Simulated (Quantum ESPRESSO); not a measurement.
## CuO (Tenorite): energy over the lowest, antiferro +- against volume, fitted and tested on a withheld row

System: CuO (Tenorite), 2 Cu and 2 O in the cell, space group C2/c. From the study “How volume moves the moments of CuO (Tenorite)”.

Method: PBEsol with U = 6 eV on Cu d; plane waves with GBRV 1.5 PBEsol potentials (Quantum ESPRESSO 7.5). Settings shared by all rows: cutoff 544.23 eV, 8×8×4 k-mesh, fermi-dirac occupations, smearing width 0.05 eV.

The table, with one value held back:

```tsv
volume (factor)	energy over the lowest, antiferro +- (meV an atom)
0.94	?
0.97	11.37
1	0.34
1.03	0.00
1.06	8.73
1.1	32.07
```

Choose a law, fit it, and give the withheld energy over the lowest, antiferro +- (volume = 0.94 factor).

**Law.** Energy against volume follows the Birch–Murnaghan form, which is a polynomial in the Eulerian strain: second order (which fixes B′ at 4), a parabola in t = (V/1.03)^(−2/3) − 1. In symbols, E = c0 + c1 t + c2 t², with energy over the lowest, antiferro +- in meV an atom.

**Fit.** Least squares on 5 rows gives c0 = 0.0095614, c1 = -222.96 and c2 = 12252.5.

```tsv
volume (factor)	t	computed	fit	computed − fit
0.97	0.040823	11.37	11.327	0.043
1	0.019901	0.34	0.425	-0.085
1.03	0	0.00	0.010	-0.010
1.06	-0.018958	8.73	8.640	0.090
1.1	-0.042887	32.07	32.108	-0.038
```

The slope vanishes at t = 0.009099, so the minimum lies at V = 1.03 × (1 + t)^(−3/2) = 1.016. That is the minimum of this magnetic state alone.

Shape and fractional positions are held, so this modulus can lie above that of a cell free to relax.

**Prediction.** At volume = 0.94 factor, t = 0.062852, so the law predicts 34.398 meV an atom. The computed value is 35.03 meV an atom, 0.632 above the prediction. The row lies beyond the fitted rows, so this is an extrapolation. The miss is 10 times the rms residual of the fit, 0.061.

So the prediction fails: the law follows the fitted rows but not this one.

[Logs and program files are shortened in this print: banners, set-up blocks, solver, clock and traceback lines can be left out without a mark of their own.]

[Logs are printed without paths, hosts, clocks, repeated set-up lines and the standing remarks that a program may print on its own settings, such as how far it seeks lower states.]

[Hosts, paths, dates, database ids (printed as entryN), source tags and the programs' standing remarks are cut or masked in the printed files.]

[Where a cell is said to come from a database of computed structures, the database is the Materials Project.]
